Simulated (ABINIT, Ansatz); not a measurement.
**BaTiO3 (P4mm): changed settings of a GW run in ABINIT**

What do changed inputs do to GW on BaTiO3 (P4mm)?

Main program and level: ABINIT 10.8.3; PBE and many-body steps on it, plane waves.

**1. Set-up**

The structure is tetragonal, space group P4mm (No. 99). The conventional cell has a = 3.990 Å, b = 3.990 Å, c = 4.023 Å, α = 90.00°, β = 90.00°, γ = 90.00°. Nearest to Ba lie 12 O at 2.80 to 2.87 Å. Ti has 6 O at 1.84 to 2.18 Å nearest. Nearest to O lie 2 Ti at 1.84 to 2.18 Å and 4 Ba at 2.82 Å. Nearest to O lie 2 Ti at 2.00 Å and 4 Ba at 2.80 to 2.87 Å. Farther neighbours and most contacts between anions are not listed.

The cell and positions come from the Crystallography Open Database and are kept as given unless a step says otherwise. Spin-orbit coupling is left out unless a step names it.

**2. Screening, 4×4×4 mesh, 140 bands, screening to 141.5 eV**

This step: ABINIT 10.8.3; RPA screening on PBE, plane waves, norm-conserving pseudopotentials.

The RPA dielectric matrix is built and inverted for each q.

Contents of run.abi:

```
acell 3*1.0 Angstrom
rprim 
  3.990480000000 0.000000000000 0.000000000000
  0.000000000000 3.990480000000 0.000000000000
  0.000000000000 0.000000000000 4.023030000000
ntypat 3
znucl 56 22 8
natom 5
typat 1 2 3 3 3
xred 
  0.000000000000 0.000000000000 0.000000000000
  0.500000000000 0.500000000000 0.522000000000
  0.500000000000 0.500000000000 0.979000000000
  0.500000000000 0.000000000000 0.488000000000
  0.000000000000 0.500000000000 0.488000000000
pp_dirpath "pseudos"
pseudos "Ba.upf, Ti.upf, O.upf"
ecut 38
ngkpt 4 4 4
nshiftk 1
shiftk 0 0 0
kptopt 1
chksymbreak 0
istwfk *1
occopt 1
irdwfk 1
optdriver 3
nband 140
ecuteps 5.2
inclvkb 2
awtr 1
symchi 1
indata_prefix "in"
outdata_prefix "out"
tmpdata_prefix "tmp"
```

Launch:

```bash
OMP_NUM_THREADS=1 mpirun -n 4 abinit run.abi > log
```

What it wrote:

```text
.Version 10.8.3 of ABINIT. v10.8.2 released Aug 2026.

 Symmetries : space group P4 m m (# 99); Bravais tP (primitive tetrag.)
[... echo of the input left out ...]
== DATASET  1 ==================================================================
-   mpi_nproc: 4, omp_nthreads: 1 (-1 if OMP is not activated)

--- !DatasetInfo
iteration_state: {dtset: 1, }
dimensions: {natom: 5, nkpt: 18, mband: 140, nsppol: 1, nspinor: 1, nspden: 1, mpw: 4868, }
cutoff_energies: {ecut:  38.0, pawecutdg:  -1.0, }
electrons: {nelect:   4.00000000E+01, charge:   0.00000000E+00, occopt:   1.00000000E+00, tsmear:   1.00000000E-02, }

 SCREENING: Calculation of the susceptibility and dielectric matrices

 Based on a program developped by R.W. Godby, V. Olevano, G. Onida, and L. Reining.
 Incorporated in ABINIT by V. Olevano, G.-M. Rignanese, and M. Torrent.
.Using double precision arithmetic ; gwpc =  8

[... cell and pseudopotentials left out ...]
--------------------------------------------------------------------------------

 ==== K-mesh for the wavefunctions ====
 Number of points in the irreducible wedge :    18
[... list of points left out ...]
 Together with  8 symmetry operations and time-reversal symmetry
 yields    64 points in the full Brillouin Zone.

 ==== Q-mesh for the screening function ====
 Number of points in the irreducible wedge :    18
[... list of points left out ...]
 Together with  8 symmetry operations and time-reversal symmetry
 yields    64 points in the full Brillouin Zone.

 setmesh: FFT mesh size selected  =    30x   30x   30
          total number of points  =        27000

 vcoul_init : cutoff-mode = AUXILIARY_FUNCTION
 q-points for optical limit:   1
     1)      0.000010    0.000020    0.000030

- screening: taking advantage of time-reversal symmetry
- Maximum band index for partially occupied states nbvw = 20
- Remaining bands to be divided among processors   nbcw = 120
- Number of bands treated by each node ~30

 Number of electrons calculated from density =   40.0000; Expected =   40.0000
 average of density, n =  0.092525
 r_s =    1.3716
 omega_plasma =   29.3417 [eV]

 calculating chi0 at frequencies [eV] :
  1    0.000000E+00    0.000000E+00
  2    0.000000E+00    2.934172E+01

--------------------------------------------------------------------------------
  q-point number  1        q = ( 0.000000, 0.000000, 0.000000) [r.l.u.]
--------------------------------------------------------------------------------
[... chi0 elements left out ...]
 For q-point:  0.000010 0.000020 0.000030
  dielectric constant =   5.8014
  dielectric constant without local fields =   6.4321

  Average fulfillment of the sum rule on Im[epsilon] for q-point    1 :     68.46  [%]
[... wings left out ...]
  q-point number  2        q = ( 0.250000, 0.000000, 0.000000) [r.l.u.]
--------------------------------------------------------------------------------
[... chi0 elements left out ...]
  Average fulfillment of the sum rule on Im[epsilon] for q-point    2 :     79.20  [%]

 [... 16 further q-points ...]
```

Run time: 3.8 min. Hardware: 4 MPI ranks of Arm Neoverse V1, shared host; peak memory 2.1 GiB.

Numbers from this step:

```
ε∞ with local fields, on this mesh, along the program's q direction : 5.801
the same without local fields                                       : 6.432
plasma frequency                                                    : 29.34 eV
plane waves in the screening matrix                                 : 251
```

Local fields lower ε∞ by 10 %. On a Γ-centred mesh this coarse the value itself is usually too large, while a short band sum pulls it down.

**3. Base**

The self-energy is evaluated for the states that the input lists, and the levels follow from it, in one-shot runs by the linearised quasiparticle equation.

This step: G0W0 on PBE, plane waves, norm-conserving pseudopotentials.

Changes to run.abi since step 2:

```diff
@@ -26,8 +26,17 @@
 irdwfk 1
-optdriver 3
+optdriver 4
 nband 140
+gwcalctyp 0
+ecutsigx 38
+symsigma 1
+nkptgw 2
+kptgw 
+  0.5000000000 0.5000000000 0.5000000000
+  0.0000000000 0.0000000000 0.0000000000
+bdgw 
+  18 23
+  19 23
 ecuteps 5.2
-inclvkb 2
-awtr 1
-symchi 1
+irdscr 1
+ppmodel 1
 indata_prefix "in"
```

What it wrote:

```text
.Version 10.8.3 of ABINIT. v10.8.2 released Aug 2026.

 Symmetries : space group P4 m m (# 99); Bravais tP (primitive tetrag.)
[... echo of the input left out ...]
== DATASET  1 ==================================================================
-   mpi_nproc: 4, omp_nthreads: 1 (-1 if OMP is not activated)

--- !DatasetInfo
iteration_state: {dtset: 1, }
dimensions: {natom: 5, nkpt: 18, mband: 140, nsppol: 1, nspinor: 1, nspden: 1, mpw: 4868, }
cutoff_energies: {ecut:  38.0, pawecutdg:  -1.0, }
electrons: {nelect:   4.00000000E+01, charge:   0.00000000E+00, occopt:   1.00000000E+00, tsmear:   1.00000000E-02, }

 SIGMA: Calculation of the GW corrections

 Based on a program developped by R.W. Godby, V. Olevano, G. Onida, and L. Reining.
 Incorporated in ABINIT by V. Olevano, G.-M. Rignanese, and M. Torrent.
.Using double precision arithmetic ; gwpc =  8

[... cell and pseudopotentials left out ...]
--------------------------------------------------------------------------------

 ==== K-mesh for the wavefunctions ====
 Number of points in the irreducible wedge :    18
[... list of points left out ...]
 Together with  8 symmetry operations and time-reversal symmetry
 yields    64 points in the full Brillouin Zone.

 ==== Q-mesh for screening function ====
 Number of points in the irreducible wedge :    18
[... list of points left out ...]
 Together with  8 symmetry operations and time-reversal symmetry
 yields    64 points in the full Brillouin Zone.

 vcoul_init : cutoff-mode = AUXILIARY_FUNCTION
 q-points for optical limit:   1
     1)      0.000010    0.000020    0.000030
 setmesh: FFT mesh size selected  =    45x   45x   45
          total number of points  =        91125

 Number of electrons calculated from density =   40.0000; Expected =   40.0000
 average of density, n =  0.092525
 r_s =    1.3716
 omega_plasma =   29.3417 [eV]

 === KS Band Gaps ===
  >>>> For spin  1
   Minimum direct gap =   2.2217 [eV], located at k-point      :   0.0000  0.0000  0.0000
   Fundamental gap    =   1.8512 [eV], Top of valence bands at :   0.5000  0.5000  0.5000
                                       Bottom of conduction at :   0.0000  0.0000  0.0000
 SIGMA fundamental parameters:
 PLASMON POLE MODEL  1
 number of plane-waves for SigmaX                 4865
 number of plane-waves for SigmaC and W            251
 number of plane-waves for wavefunctions          4865
 number of bands                                   140
 number of independent spin polarizations            1
 number of spinorial components                      1
 number of k-points in IBZ                          18
 number of q-points in IBZ                          18
 number of symmetry operations                       8
 number of k-points in BZ                           64
 number of q-points in BZ                           64
 number of frequencies for dSigma/dE                 9
 frequency step for dSigma/dE [eV]                0.25
 number of omega for Sigma on real axis              0
 max omega for Sigma on real axis  [eV]           0.00
 zcut for avoiding poles [eV]                     0.10

 EPSILON^-1 parameters (SCR file):
 dimension of the eps^-1 matrix on file            251
 dimension of the eps^-1 matrix used               251
 number of plane-waves for wavefunctions          4865
 number of bands                                   140
 number of q-points in IBZ                          18
 number of frequencies                               2
 number of real frequencies                          1
 number of imag frequencies                          1

 matrix elements of self-energy operator (all in [eV])

 Perturbative Calculation

--- !SelfEnergy_ee
iteration_state: {dtset: 1, }
kpoint     : [   0.500,    0.500,    0.500, ]
spin       : 1
KS_gap     :    4.248
QP_gap     :    6.080
Delta_QP_KS:    1.832
data: !SigmaeeData |
     Band     E0 <VxcDFT>   SigX SigC(E0)      Z dSigC/dE  Sig(E)    E-E0       E
       18   6.542 -19.963 -24.993   4.955   0.766  -0.306 -20.021  -0.057   6.484
       19   6.542 -19.963 -24.993   4.955   0.766  -0.306 -20.021  -0.057   6.484
       20   6.718 -20.008 -25.051   5.008   0.764  -0.309 -20.034  -0.027   6.691
       21  10.965 -21.853 -13.090  -6.336   0.744  -0.344 -20.048   1.805  12.771
       22  10.977 -21.854 -13.211  -6.171   0.743  -0.345 -20.017   1.837  12.815
       23  10.977 -21.854 -13.211  -6.171   0.743  -0.345 -20.017   1.837  12.815

--- !SelfEnergy_ee
iteration_state: {dtset: 1, }
kpoint     : [   0.000,    0.000,    0.000, ]
spin       : 1
KS_gap     :    2.222
QP_gap     :    3.741
Delta_QP_KS:    1.519
data: !SigmaeeData |
     Band     E0 <VxcDFT>   SigX SigC(E0)      Z dSigC/dE  Sig(E)    E-E0       E
       19   6.347 -20.006 -24.534   4.475   0.771  -0.298 -20.047  -0.042   6.306
       20   6.347 -20.006 -24.534   4.475   0.771  -0.298 -20.047  -0.042   6.306
       21   8.569 -18.775 -11.365  -5.517   0.781  -0.281 -17.297   1.477  10.046
       22   8.936 -19.060 -12.059  -5.074   0.779  -0.284 -17.559   1.502  10.438
       23   8.936 -19.060 -12.059  -5.074   0.779  -0.284 -17.559   1.502  10.438

== END DATASET(S) ==============================================================
================================================================================

 -outvars: echo values of variables after computation  --------
           etotal      0.0000000000E+00
            nband         140
             nkpt          18
          spgroup          99
 [... the other variables as echoed above ...]

 Calculation completed.
```

The job ended after 27 s (4 MPI ranks; peak memory 1.8 GiB; 1.8 min of CPU time).

Numbers from this step:

| Item | Value |
| --- | --- |
| G0W0 gap on the points computed | 3.355 eV |
| starting gap on the mesh | 1.851 eV |
| k of the valence top | 0.5, 0.5, 0.5 |
| k of the conduction bottom | 0, 0, 0 |
| Z at the valence top | 0.764 |
| Z at the conduction bottom | 0.781 |
| least direct G0W0 gap on the computed points | 3.740 eV |

The gap on the mesh goes from 1.85 eV to 3.35 eV, a correction of +1.50 eV.

**4. Scissors in G**

Changes to run.abi since step 3:

```diff
@@ -41,2 +41,3 @@
 ppmodel 1
+mbpt_sciss 1.0 eV
 indata_prefix "in"
```

What it wrote:

```text
.Version 10.8.3 of ABINIT. v10.8.2 released Aug 2026.

 Symmetries : space group P4 m m (# 99); Bravais tP (primitive tetrag.)
[... echo of the input left out ...]
== DATASET  1 ==================================================================
-   mpi_nproc: 4, omp_nthreads: 1 (-1 if OMP is not activated)

--- !DatasetInfo
iteration_state: {dtset: 1, }
dimensions: {natom: 5, nkpt: 18, mband: 140, nsppol: 1, nspinor: 1, nspden: 1, mpw: 4868, }
cutoff_energies: {ecut:  38.0, pawecutdg:  -1.0, }
electrons: {nelect:   4.00000000E+01, charge:   0.00000000E+00, occopt:   1.00000000E+00, tsmear:   1.00000000E-02, }

 SIGMA: Calculation of the GW corrections

 Based on a program developped by R.W. Godby, V. Olevano, G. Onida, and L. Reining.
 Incorporated in ABINIT by V. Olevano, G.-M. Rignanese, and M. Torrent.
.Using double precision arithmetic ; gwpc =  8

[... cell and pseudopotentials left out ...]
--------------------------------------------------------------------------------

 ==== K-mesh for the wavefunctions ====
 Number of points in the irreducible wedge :    18
[... list of points left out ...]
 Together with  8 symmetry operations and time-reversal symmetry
 yields    64 points in the full Brillouin Zone.

 ==== Q-mesh for screening function ====
 Number of points in the irreducible wedge :    18
[... list of points left out ...]
 Together with  8 symmetry operations and time-reversal symmetry
 yields    64 points in the full Brillouin Zone.

 vcoul_init : cutoff-mode = AUXILIARY_FUNCTION
 q-points for optical limit:   1
     1)      0.000010    0.000020    0.000030
 setmesh: FFT mesh size selected  =    45x   45x   45
          total number of points  =        91125

 Number of electrons calculated from density =   40.0000; Expected =   40.0000
[...]
max omega for Sigma on real axis  [eV]           0.00
 zcut for avoiding poles [eV]                     0.10
 scissor energy [eV]                              1.00

 EPSILON^-1 parameters (SCR file):
 dimension of the eps^-1 matrix on file            251
 dimension of the eps^-1 matrix used               251
 number of plane-waves for wavefunctions          4865
 number of bands                                   140
 number of q-points in IBZ                          18
 number of frequencies                               2
 number of real frequencies                          1
 number of imag frequencies                          1

 matrix elements of self-energy operator (all in [eV])

 Perturbative Calculation

--- !SelfEnergy_ee
iteration_state: {dtset: 1, }
kpoint     : [   0.500,    0.500,    0.500, ]
spin       : 1
KS_gap     :    4.248
QP_gap     :    6.274
Delta_QP_KS:    2.027
data: !SigmaeeData |
     Band     E0 <VxcDFT>   SigX SigC(E0)      Z dSigC/dE  Sig(E)    E-E0       E
       18   6.542 -19.963 -24.993   5.002   0.767  -0.304 -19.985  -0.022   6.520
       19   6.542 -19.963 -24.993   5.002   0.767  -0.304 -19.985  -0.022   6.520
       20   6.718 -20.008 -25.051   5.055   0.765  -0.306 -19.999   0.009   6.727
[...]
--- !SelfEnergy_ee
iteration_state: {dtset: 1, }
kpoint     : [   0.000,    0.000,    0.000, ]
spin       : 1
KS_gap     :    2.222
QP_gap     :    3.893
Delta_QP_KS:    1.672
data: !SigmaeeData |
     Band     E0 <VxcDFT>   SigX SigC(E0)      Z dSigC/dE  Sig(E)    E-E0       E
[...]
22   8.936 -19.060 -12.059  -5.117   0.781  -0.281 -17.370   1.690  10.627
       23   8.936 -19.060 -12.059  -5.117   0.781  -0.281 -17.370   1.690  10.627

== END DATASET(S) ==============================================================
================================================================================

 -outvars: echo values of variables after computation  --------
           etotal      0.0000000000E+00
            nband         140
             nkpt          18
          spgroup          99
 [... the other variables as echoed above ...]

 Calculation completed.
```

The job ended after 27 s (4 MPI ranks; peak memory 1.8 GiB).

Numbers from this step:

- G0W0 gap on the points computed: 3.512 eV
- starting gap on the mesh: 1.851 eV
- k of the valence top: 0.5, 0.5, 0.5
- k of the conduction bottom: 0, 0, 0
- Z at the valence top: 0.765
- Z at the conduction bottom: 0.782
- least direct G0W0 gap on the computed points: 3.893 eV

**5. Unknown plasmon-pole model**

Changes to run.abi since step 4:

```diff
@@ -40,4 +40,3 @@
 irdscr 1
-ppmodel 1
-mbpt_sciss 1.0 eV
+ppmodel 7
 indata_prefix "in"
```

What it wrote:

```text
.Version 10.8.3 of ABINIT. v10.8.2 released Aug 2026.

 Symmetries : space group P4 m m (# 99); Bravais tP (primitive tetrag.)
================================================================================
 Values of the parameters that define the memory need of the present run
     intxc =       0    ionmov =       0      iscf =       7    lmnmax =       6
     lnmax =       6     mgfft =      45  mpssoang =       3    mqgrid =    3001
     natom =       5  nloc_mem =       1    nspden =       1   nspinor =       1
    nsppol =       1      nsym =       8    n1xccc =    2501    ntypat =       3
    occopt =       1   xclevel =       2
-    mband =         140        mffmem =           1         mkmem =           5
       mpw =        4868          nfft =       91125          nkpt =          18
================================================================================
  Rough estimation (10% accuracy) of disk space for files :
================================================================================

--------------------------------------------------------------------------------
------------- Echo of variables that govern the present computation ------------
--------------------------------------------------------------------------------
 -outvars: echo values of preprocessed input variables --------
            acell      1.8897261259E+00  1.8897261259E+00  1.8897261259E+00 Bohr

             bdgw          18      23      19      23
      chksymbreak           0
             ecut      3.80000000E+01 Hartree
          ecuteps      5.20000000E+00 Hartree
         ecutsigx      3.80000000E+01 Hartree
          ecutwfn      3.80000000E+01 Hartree
-          fftalg         312
           irdscr           1
           irdwfk           1

[...]
pspatm : epsatm=   14.68144553
         --- l  ekb(1:nproj) -->
[...]
pspatm: atomic psp has been read  and splines computed

- O Generated using ONCVPSP code by D. R. Hamann
-  8.00000   6.00000  171031                  znucl, zion, pspdat
12 -101130 2 -1 936                           pspcod,pspxc,lmax,lloc,mmax
     nproj     2     2     1
  pspatm : epsatm=    6.19545534
         --- l  ekb(1:nproj) -->
             0    6.056735    0.824024
             1   -4.717130   -1.149271
             2   -1.331955
 pspatm: atomic psp has been read  and splines computed

   2.40077252E+03                                ecore*ucvol(ha*bohr**3)
--------------------------------------------------------------------------------

 ==== K-mesh for the wavefunctions ====
 Number of points in the irreducible wedge :    18
 Reduced coordinates and weights :

     1)     0.00000000E+00  0.00000000E+00  0.00000000E+00       0.01563
     2)     2.50000000E-01  0.00000000E+00  0.00000000E+00       0.06250
     3)     5.00000000E-01  0.00000000E+00  0.00000000E+00       0.03125
[...]
Together with  8 symmetry operations and time-reversal symmetry
 yields    64 points in the full Brillouin Zone.

 ==== Q-mesh for screening function ====
 Number of points in the irreducible wedge :    18
 Reduced coordinates and weights :

[...]
17)     5.00000000E-01  2.50000000E-01  5.00000000E-01       0.06250
    18)     5.00000000E-01  5.00000000E-01  5.00000000E-01       0.01563

 Together with  8 symmetry operations and time-reversal symmetry
 yields    64 points in the full Brillouin Zone.

 vcoul_init : cutoff-mode = AUXILIARY_FUNCTION
 q-points for optical limit:   1
     1)      0.000010    0.000020    0.000030
 setmesh: FFT mesh size selected  =    45x   45x   45
          total number of points  =        91125

 Number of electrons calculated from density =   40.0000; Expected =   40.0000
 average of density, n =  0.092525
 r_s =    1.3716
 omega_plasma =   29.3417 [eV]

--- !BUG
message: |
    Wrong ppm%model: 7

--- !BUG
message: |
    Wrong ppm%model: 7

--- from the log ---
Wrong ppm%model: 7
```

Wall time 3.6 s (4 MPI ranks); peak memory 0.29 GiB; 11 s of CPU time.

The run stopped with an error after 3.6 s.

The program's words: Wrong ppm%model: 7

The fault put into this input: unknown plasmon-pole model.

**6. Side by side**

Times are wall times on 4 MPI ranks of Arm Neoverse V1, shared host, good to a factor of about two. A run's time includes the screening step that it read.

```csv
run,mesh,bands,screening cutoff (eV),DFT gap (eV),gap on the mesh (eV),direct (eV),ε∞ used,time
base,4×4×4,140,141.5,1.851,3.355,3.740,5.80,4.2 min
scissors in G,4×4×4,140,141.5,1.851,3.512,3.893,5.80,4.2 min
```

**7. What came out**

```
base          : 3.355 eV
scissors in G : 3.512 eV
known limits  : not at the basis limit; no spin-orbit coupling; coarse k mesh
```

What this shows: Scissors in G: +0.157 eV against base (keys changed: mbpt_sciss). Bands and cutoff are finite, so the gap is not at the basis limit. The miss can reach some tenths of an eV and take either sign; the mesh is an error of its own. In the first G0W0 run levels were corrected at 2 k points alone, so a gap called «on the mesh» is the least over those, and an edge elsewhere would be missed. The 4×4×4 mesh is coarse for this cell, which bears on the long-range parts of exchange and screening. The many-body steps are scalar-relativistic: spin-orbit coupling is not in them.

[Paths, hosts, dates, memory and timing lines, banners, echoed tables and standing remarks are left out of the program output.]

[Logs are printed without paths, hosts, clocks, repeated set-up lines and the standing remarks that a program may print on its own settings, such as how far it seeks lower states.]

[Runs of the session that timed out or met a known fault of the program may be left out.]

[No measured gap is set beside runs whose start may be inverted or whose files or cutoffs have a known fault.]

[Hosts, paths, dates, database ids (printed as entryN), source tags and the programs' standing remarks are cut or masked in the printed files.]

[G0W0 gaps are taken among the corrected bands and points alone; a level outside them can change the order at an edge.]

[Where Ansatz stands beside ABINIT at settings called matched, ABINIT's density can come from a denser mesh and the files from another edition; pairs whose starting gaps differed by over 0.03 eV were left out, so agreement reads better than it is.]
